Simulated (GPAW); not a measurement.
# 1T-MnSSe monolayer: work function by functional and basis

Aim: the work function of both faces of 1T-MnSSe monolayer, and its spread over functionals and bases.

Main program and level: GPAW 26.7.0; GPAW, PAW setups; layer in a repeated cell with vacuum, relaxation of atoms and in-plane cell, in the first sound run; inputs show where later runs differ.

Report form: the programs' logs are mostly left out.

### Step 1. The structure

The cell holds 3 atoms: 1 Se, 1 Mn and 1 S. Its edges and angles: a = 3.408 Å, b = 3.408 Å, c = 20.726 Å, α = 90.0°, β = 90.0°, γ = 120.0°. Vacuum lies along c.

### Step 2. Relaxation

Forces are removed first; all later runs use this geometry.

run.py

```python
import json
import numpy as np
from ase import Atoms
from ase.filters import FrechetCellFilter
from ase.optimize import BFGS
from gpaw import GPAW, PW

slab = Atoms(
    ['Se', 'Mn', 'S'],
    positions=[
        [1.70396, 0.98378, 9.00000],
        [0.00000, 0.00000, 10.49483],
        [-0.00000, 1.96757, 11.72598]],
    cell=[[3.40793, 0.0, 0.0], [-1.70396, 2.95135, 0.0], [0.0, 0.0, 20.726]],
    pbc=[True, True, True],
    magmoms=[0.0, 4.0, 0.0])

slab.calc = GPAW(mode=PW(600), xc='PBE', kpts={'size': (9, 9, 1), 'gamma': True},
                 occupations={'name': 'fermi-dirac', 'width': 0.05}, nbands='160%',
                 convergence={'density': 1e-05}, maxiter=200,
                 symmetry={'tolerance': 1e-3}, txt='slab.txt')
result = {}
# The in-plane cell is free; stress needs a cell that repeats along all three vectors
path = []
opt = BFGS(FrechetCellFilter(slab, mask=[1, 1, 0, 0, 0, 1]), maxstep=0.2)
opt.attach(lambda: path.append((slab.get_potential_energy(), slab.positions.tolist(), slab.get_forces().tolist())))
result['relaxed'] = bool(opt.run(fmax=0.02, steps=45))
result['path'] = path
result['cell'] = slab.cell.tolist()
print('in-plane lattice', slab.cell.cellpar().round(4)[[0, 1, 5]])
energy = slab.get_potential_energy()
fermi = slab.calc.get_fermi_level()
v = slab.calc.get_electrostatic_potential().mean((0, 1)) - fermi
n = slab.calc.get_pseudo_density().mean((0, 1))
L = slab.cell[2, 2]
z = np.arange(len(v)) * L / len(v)
low, high = slab.positions[:, 2].min(), slab.positions[:, 2].max()
below, above = np.interp([low - 6.8, high + 6.8], z, v)
slopes = [np.interp(x, z, np.gradient(v, z)) for x in (low - 6.8, high + 6.8)]
eps = np.array([[slab.calc.get_eigenvalues(k, s) for k in range(len(slab.calc.get_ibz_k_points()))]
                for s in range(slab.calc.get_number_of_spins())]) - fermi
top, bottom = eps[eps < 0].max(), eps[eps > 0].min()
dipole = slab.get_dipole_moment()[2]
print(f'energy {energy:.4f} eV, Fermi level {fermi:.4f} eV, dipole {dipole:.5f} e A')
print(f'potential 6.8 A off the faces, from the Fermi level: lower {below:.4f} eV, upper {above:.4f} eV')
print(f'slope of the potential there: lower {slopes[0]:.5f}, upper {slopes[1]:.5f} eV/A')
print(f'nearest levels on the mesh: {top:.4f} and {bottom:.4f} eV')
print('magnetic moment', round(slab.get_magnetic_moment(), 3))
result.update(energy=energy, fermi=fermi, dipole=dipole, below=below, above=above, slopes=slopes, edges=[top, bottom],
              z=z.tolist(), v=v.tolist(), n=n.tolist(), positions=slab.positions.tolist(),
              forces=slab.get_forces(apply_constraint=False).tolist(), moments=slab.get_magnetic_moments().tolist())
json.dump(result, open('result.json', 'w'))
```

The run is started by

```
> OMP_NUM_THREADS=1 OPENBLAS_NUM_THREADS=1 python run.py
```

The job ended after 6.8 min (1 thread of Intel Xeon Platinum 8488C (Sapphire Rapids), shared host; peak memory 0.48 GiB).

This step gave:

| Item | Value |
| --- | --- |
| dipole along the normal | -0.03660 e·Å |
| levels nearest the Fermi level on the mesh | -0.06935, 0.01237 eV from the Fermi level |
| site moments | -0.04449, 2.798, -0.02305 μB |
| sum of the site moments | 2.730 μB |

Table of electrostatic potential energy of an electron (without an applied field's), less the Fermi level, planar mean by z:

```csv
z (Å),"electrostatic potential energy of an electron (without an applied field's), less the Fermi level, planar mean (eV)"
0,5.32
1,5.29
2,5.25
3,5.22
4,5.19
5,5.16
6,5.12
7,4.95
8,2.30
9,-19.1
10,-6.12
11,-6.96
12,-10.9
13,4.65
14,5.49
15,5.50
16,5.47
17,5.44
18,5.40
19,5.37
20,5.34
```

Pseudo valence density, planar mean against z:

| z (Å) | pseudo valence density, planar mean (e/Å³) |
| --- | --- |
| 5.5 | 8.5e-5 |
| 6.0 | 3.7e-4 |
| 6.5 | 0.00158 |
| 7.0 | 0.00701 |
| 7.5 | 0.0316 |
| 8.0 | 0.130 |
| 8.5 | 0.341 |
| 9.0 | 0.213 |
| 9.5 | 0.433 |
| 10.0 | 0.653 |
| 10.5 | 1.79 |
| 11.0 | 0.695 |
| 11.5 | 0.446 |
| 12.0 | 0.366 |
| 12.5 | 0.204 |
| 13.0 | 0.0509 |
| 13.5 | 0.0104 |
| 14.0 | 0.00215 |
| 14.5 | 4.7e-4 |
| 15.0 | 1.1e-4 |

Site moment by atom:

```csv
atom,site moment (μB)
Se1,-0.04
Mn2,2.80
S3,-0.02
```

The relaxation lowered the energy of the cell by 0.00519 eV (energies extrapolated to zero smearing; the optimiser's log prints free energies). The largest force left on a free atom is 0.0044 eV/Å.

### Step 3. The slab's potential

With the geometry fixed, the planar mean of the potential gives the vacuum level on each side.

This step: GPAW, PAW setups; slab in vacuum (GPAW 26.7.0).

The cell differs from the one that the last finished run ended in (c 20.726 → 20.770 Å).

run.py, as its differences from that of step 2:

```diff
@@ -3,4 +3,2 @@
 from ase import Atoms
-from ase.filters import FrechetCellFilter
-from ase.optimize import BFGS
 from gpaw import GPAW, PW
@@ -10,22 +8,15 @@
     positions=[
-        [1.70396, 0.98378, 9.00000],
-        [0.00000, 0.00000, 10.49483],
-        [-0.00000, 1.96757, 11.72598]],
-    cell=[[3.40793, 0.0, 0.0], [-1.70396, 2.95135, 0.0], [0.0, 0.0, 20.726]],
-    pbc=[True, True, True],
+        [1.70096, 0.98205, 9.00000],
+        [0.00000, -0.00000, 10.50464],
+        [0.00000, 1.96411, 11.77035]],
+    cell=[[3.40194, 0.0, 0.0], [-1.70096, 2.94616, 0.0], [0.0, 0.0, 20.7703]],
+    pbc=[True, True, False],
     magmoms=[0.0, 4.0, 0.0])
 
-slab.calc = GPAW(mode=PW(600), xc='PBE', kpts={'size': (9, 9, 1), 'gamma': True},
+slab.calc = GPAW(mode=PW(400), xc='PBE', kpts={'size': (9, 9, 1), 'gamma': True},
                  occupations={'name': 'fermi-dirac', 'width': 0.05}, nbands='160%',
                  convergence={'density': 1e-05}, maxiter=200,
+                 poissonsolver={'dipolelayer': 'xy'},
                  symmetry={'tolerance': 1e-3}, txt='slab.txt')
 result = {}
-# The in-plane cell is free; stress needs a cell that repeats along all three vectors
-path = []
-opt = BFGS(FrechetCellFilter(slab, mask=[1, 1, 0, 0, 0, 1]), maxstep=0.2)
-opt.attach(lambda: path.append((slab.get_potential_energy(), slab.positions.tolist(), slab.get_forces().tolist())))
-result['relaxed'] = bool(opt.run(fmax=0.02, steps=45))
-result['path'] = path
-result['cell'] = slab.cell.tolist()
-print('in-plane lattice', slab.cell.cellpar().round(4)[[0, 1, 5]])
 energy = slab.get_potential_energy()
```

Wall time 32 s (1 thread); peak memory 0.24 GiB.

This step gave:

```yaml
dipole_along_the_normal: -0.02781 e·Å
levels_nearest_the_fermi_level_on_the_mesh: -0.06906, 0.01197 eV from the Fermi level
upper_work_function: 5.574 eV
lower_work_function: 5.069 eV
site_moments: -0.04427, 2.797, -0.02316 μB
sum_of_the_site_moments: 2.729 μB
```

Table of electrostatic potential energy of an electron (without an applied field's), less the Fermi level, planar mean by z:

```csv
z (Å),"electrostatic potential energy of an electron (without an applied field's), less the Fermi level, planar mean (eV)"
0.0,5.32
0.5,5.07
1.0,5.07
1.5,5.07
2.0,5.07
2.5,5.07
3.0,5.07
3.5,5.07
4.0,5.07
4.5,5.07
5.0,5.07
5.5,5.07
6.0,5.06
6.5,5.04
7.0,4.93
7.5,4.47
8.0,2.45
8.5,-5.76
9.0,-19.1
9.5,-7.87
10.0,-5.96
10.5,-11.3
11.0,-7.09
11.5,-12.1
12.0,-11.5
12.5,0.986
13.0,4.61
13.5,5.37
14.0,5.53
14.5,5.56
15.0,5.57
15.5,5.57
16.0,5.57
16.5,5.57
17.0,5.57
17.5,5.57
18.0,5.57
18.5,5.57
19.0,5.57
19.5,5.57
20.0,5.57
20.5,5.50
```

Table of pseudo valence density, planar mean by z:

z (Å), pseudo valence density, planar mean (e/Å³) and a bar:
```
        5       0.00 
        6       0.00 
        7       0.01 
        8       0.12 #####
        9       0.24 ##########
       10       0.65 ###########################
       11       0.72 ##############################
       12       0.36 ###############
       13       0.05 ##
       14       0.00 
       15       0.00
```

The potential is flat to 2.3e-5 eV/Å where it is read, so the vacuum is wide enough.

### Step 4. Self-consistent run: xc = "LDA"

The same geometry under LDA, to see how far the functional moves the levels against the vacuum.

run.py, as its differences from that of step 3:

```diff
@@ -15,3 +15,3 @@
 
-slab.calc = GPAW(mode=PW(400), xc='PBE', kpts={'size': (9, 9, 1), 'gamma': True},
+slab.calc = GPAW(mode=PW(400), xc='LDA', kpts={'size': (9, 9, 1), 'gamma': True},
                  occupations={'name': 'fermi-dirac', 'width': 0.05}, nbands='160%',
```

Wall time 28 s (1 thread); peak memory 0.23 GiB.

Numbers from this step:

```yaml
dipole_along_the_normal: -0.02401 e·Å
levels_nearest_the_fermi_level_on_the_mesh: -0.01553, 0.009306 eV from the Fermi level
upper_work_function: 5.901 eV
lower_work_function: 5.464 eV
site_moments: -0.03709, 2.710, -0.01662 μB
sum_of_the_site_moments: 2.656 μB
```

Electrostatic potential energy of an electron (without an applied field's), less the Fermi level, planar mean against z:

```csv
z (Å),"electrostatic potential energy of an electron (without an applied field's), less the Fermi level, planar mean (eV)"
0.0,5.68
0.5,5.46
1.0,5.46
1.5,5.46
2.0,5.46
2.5,5.46
3.0,5.46
3.5,5.46
4.0,5.46
4.5,5.46
5.0,5.46
5.5,5.46
6.0,5.46
6.5,5.43
7.0,5.33
7.5,4.86
8.0,2.83
8.5,-5.36
9.0,-18.7
9.5,-7.40
10.0,-5.45
10.5,-10.8
11.0,-6.62
11.5,-11.7
12.0,-11.2
12.5,1.28
13.0,4.92
13.5,5.70
14.0,5.86
14.5,5.89
15.0,5.90
15.5,5.90
16.0,5.90
16.5,5.90
17.0,5.90
17.5,5.90
18.0,5.90
18.5,5.90
19.0,5.90
19.5,5.90
20.0,5.90
20.5,5.84
```

The pseudo valence density, planar mean by z:

| z (Å) | pseudo valence density, planar mean (e/Å³) |
| --- | --- |
| 5.5 | 8.1e-5 |
| 6.0 | 3.5e-4 |
| 6.5 | 0.00149 |
| 7.0 | 0.00691 |
| 7.5 | 0.0305 |
| 8.0 | 0.122 |
| 8.5 | 0.330 |
| 9.0 | 0.238 |
| 9.5 | 0.430 |
| 10.0 | 0.647 |
| 10.5 | 1.72 |
| 11.0 | 0.724 |
| 11.5 | 0.453 |
| 12.0 | 0.362 |
| 12.5 | 0.210 |
| 13.0 | 0.0535 |
| 13.5 | 0.0116 |
| 14.0 | 0.00239 |
| 14.5 | 4.8e-4 |
| 15.0 | 1.1e-4 |

Site moment by atom:

```csv
atom,site moment (μB)
Se1,-0.04
Mn2,2.71
S3,-0.02
```

Force by atom:

| atom | x (eV/Å) | y (eV/Å) | z (eV/Å) | size |
| --- | --- | --- | --- | --- |
| Se1 | 0.000 | 0.000 | 0.632 | 0.632 |
| Mn2 | 0.000 | 0.000 | 0.087 | 0.087 |
| S3 | 0.000 | 0.000 | -0.719 | 0.719 |

The upper face's work function is 5.901 eV, against 5.574 eV in the first plane-wave PBE run at this geometry.

### Step 5. Self-consistent run: xc = "vdW-DF2"

The same geometry under vdW-DF2, to see how far the functional moves the levels against the vacuum (the van der Waals functionals take revPBE setups).

run.py, as its differences from that of step 4:

```diff
@@ -15,3 +15,3 @@
 
-slab.calc = GPAW(mode=PW(400), xc='LDA', kpts={'size': (9, 9, 1), 'gamma': True},
+slab.calc = GPAW(mode=PW(400), xc='vdW-DF2', kpts={'size': (9, 9, 1), 'gamma': True},
                  occupations={'name': 'fermi-dirac', 'width': 0.05}, nbands='160%',
```

Run time: 41 s. Hardware: 1 thread; peak memory 0.38 GiB.

This step gave:

| Property | Result |
| --- | --- |
| dipole along the normal | -0.02892 e·Å |
| levels nearest the Fermi level on the mesh | -0.05591, 0.02259 eV from the Fermi level |
| upper work function | 6.026 eV |
| lower work function | 5.501 eV |
| site moments | -0.01856, 2.691, 0.002083 μB |
| sum of the site moments | 2.674 μB |

The electrostatic potential energy of an electron (without an applied field's), less the Fermi level, planar mean by z:

```
z (Å)  electrostatic potential energy of an electron (without an applied field's), less the Fermi level, planar mean (eV)
  0.0                                                                                                                5.76
  0.5                                                                                                                5.50
  1.0                                                                                                                5.50
  1.5                                                                                                                5.50
  2.0                                                                                                                5.50
  2.5                                                                                                                5.50
  3.0                                                                                                                5.50
  3.5                                                                                                                5.50
  4.0                                                                                                                5.50
  4.5                                                                                                                5.50
  5.0                                                                                                                5.50
  5.5                                                                                                                5.50
  6.0                                                                                                                5.49
  6.5                                                                                                                5.46
  7.0                                                                                                                5.33
  7.5                                                                                                                4.80
  8.0                                                                                                                2.66
  8.5                                                                                                               -5.66
  9.0                                                                                                               -19.1
  9.5                                                                                                               -7.90
 10.0                                                                                                               -6.02
 10.5                                                                                                               -11.3
 11.0                                                                                                               -7.03
 11.5                                                                                                               -11.9
 12.0                                                                                                               -11.4
 12.5                                                                                                                1.23
 13.0                                                                                                                4.95
 13.5                                                                                                                5.78
 14.0                                                                                                                5.97
 14.5                                                                                                                6.01
 15.0                                                                                                                6.02
 15.5                                                                                                                6.03
 16.0                                                                                                                6.03
 16.5                                                                                                                6.03
 17.0                                                                                                                6.03
 17.5                                                                                                                6.03
 18.0                                                                                                                6.03
 18.5                                                                                                                6.03
 19.0                                                                                                                6.03
 19.5                                                                                                                6.03
 20.0                                                                                                                6.03
 20.5                                                                                                                5.95
```

The upper face's work function is 6.026 eV, against 5.574 eV in the first plane-wave PBE run at this geometry.

### Step 6. Self-consistent run: xc = "revPBE"

The same geometry under revPBE, to see how far the functional moves the levels against the vacuum.

run.py, as its differences from that of step 5:

```diff
@@ -15,3 +15,3 @@
 
-slab.calc = GPAW(mode=PW(400), xc='vdW-DF2', kpts={'size': (9, 9, 1), 'gamma': True},
+slab.calc = GPAW(mode=PW(400), xc='revPBE', kpts={'size': (9, 9, 1), 'gamma': True},
                  occupations={'name': 'fermi-dirac', 'width': 0.05}, nbands='160%',
```

The job ended after 31 s (1 thread; peak memory 0.24 GiB).

This step gave:

- dipole along the normal: -0.02851 e·Å
- levels nearest the Fermi level on the mesh: -0.05255, 0.01056 eV from the Fermi level
- upper work function: 5.462 eV
- lower work function: 4.944 eV
- site moments: -0.04859, 2.833, -0.02591 μB
- sum of the site moments: 2.759 μB

The upper face's work function is 5.462 eV, against 5.574 eV in the first plane-wave PBE run at this geometry.

### Step 7. Self-consistent run: xc = "RPBE"

The same geometry under RPBE, to see how far the functional moves the levels against the vacuum.

run.py, as its differences from that of step 6:

```diff
@@ -15,3 +15,3 @@
 
-slab.calc = GPAW(mode=PW(400), xc='revPBE', kpts={'size': (9, 9, 1), 'gamma': True},
+slab.calc = GPAW(mode=PW(400), xc='RPBE', kpts={'size': (9, 9, 1), 'gamma': True},
                  occupations={'name': 'fermi-dirac', 'width': 0.05}, nbands='160%',
```

The job ended after 33 s (1 thread; peak memory 0.24 GiB).

This step gave:

| Property | Result |
| --- | --- |
| dipole along the normal | -0.02885 e·Å |
| levels nearest the Fermi level on the mesh | -0.04606, 2.46e-4 eV from the Fermi level |
| upper work function | 5.459 eV |
| lower work function | 4.936 eV |
| site moments | -0.05011, 2.846, -0.02671 μB |
| sum of the site moments | 2.769 μB |

The upper face's work function is 5.459 eV, against 5.574 eV in the first plane-wave PBE run at this geometry.

(Continued in part 2 of 2.)

[Logs are printed without paths, hosts, clocks, repeated set-up lines and the standing remarks that a program may print on its own settings, such as how far it seeks lower states.]

[Hosts, paths, dates, database ids (printed as entryN), source tags and the programs' standing remarks are cut or masked in the printed files.]
